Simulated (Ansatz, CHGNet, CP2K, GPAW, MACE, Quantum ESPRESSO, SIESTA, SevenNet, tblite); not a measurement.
**Other levels on Ge(100) slab, H on both faces (90 atoms)**

The cell holds 90 atoms: 54 Ge and 36 H. Cell: a = 12.002 Å, b = 12.002 Å, c = 20.839 Å, α = 90.0°, β = 90.0°, γ = 90.0°. It derives from Ge (diamond-structure). Diamond-structure Ge (a = 5.658 Å), (100) slab of 6 atomic planes, 3 x 3 surface cells, H on the broken bonds of both faces, 12 Å of vacuum; displaced by a Gaussian of 0.02 Å. Then every atom was moved at random, 0.03 Å r.m.s. a Cartesian component (hydrogen 0.6 of that). Regions: slab, 54 atoms (54 Ge); hydrogen, 36 atoms (36 H). Vacuum lies along c.

Geometry: as built.

The reference, a calculation:

```
method                                           : Kohn-Sham DFT, PBE, SSSP efficiency 1.3.0 pseudopotentials, plane waves (Quantum ESPRESSO 7.5); sssp-pbe-1.3.0-efficiency, cutoffs 45/360 Ry, Γ point
r.m.s. force component                           : 0.5675 eV/Å
longest force                                    : 3.336 eV/Å
gap (highest filled to lowest empty level) : 1.209 eV
time                                             : 5.9 min on 4 MPI ranks of Arm Neoverse V2, shared host
CPU time                                         : 23 min
```

Runs, in no order:
A. GPAW PBE, LCAO dzp, h 0.2 Å: Kohn-Sham DFT, PBE, PAW, atomic orbitals (dzp)
B. GPAW PBE, LCAO sz(dzp), h 0.2 Å: Kohn-Sham DFT, PBE, PAW, atomic orbitals (sz(dzp))
C. CP2K GFN1-xTB, OT DIIS: GFN1-xTB tight binding (the program's own implementation), orbital transformation
D. SevenNet 0 potential: machine-learned interatomic potential SevenNet 0, trained on PBE(+U) plane-wave data
E. CP2K RPBE, PBE potentials, DZVP-UZH, 450/50 Ry, OT DIIS: Kohn-Sham DFT, RPBE, GTH-PBE pseudopotentials, Gaussian and plane waves, DZVP-MOLOPT (UZH set), orbital transformation

**Question.** Rank the runs by how far their forces lie from the reference's, least first.

E, A, D, C, B.

```tsv
run	Δ force, r.m.s. (meV/Å)	share of r.m.s. force (%)	CPU time
E. CP2K RPBE, PBE potentials, DZVP-UZH, 450/50 Ry, OT DIIS	57.2	10.1	8.9 min
A. GPAW PBE, LCAO dzp, h 0.2 Å	168	29.6	1.7 min
D. SevenNet 0 potential	277	48.8	5.8 s
C. CP2K GFN1-xTB, OT DIIS	407	71.7	5.9 s
B. GPAW PBE, LCAO sz(dzp), h 0.2 Å	682	120	39 s
```

Periodic xTB results under one method name differ between programs and library versions. Machine-learned potentials mimic data converged in k, so the reference's own k-point error enters their differences. The electronic-structure runs sample only Γ, in a cell whose shortest periodic width is 12 Å.

[Logs are printed without paths, hosts, clocks, repeated set-up lines and the standing remarks that a program may print on its own settings, such as how far it seeks lower states.]

[Hosts, paths, dates, database ids (printed as entryN), source tags and the programs' standing remarks are cut or masked in the printed files.]
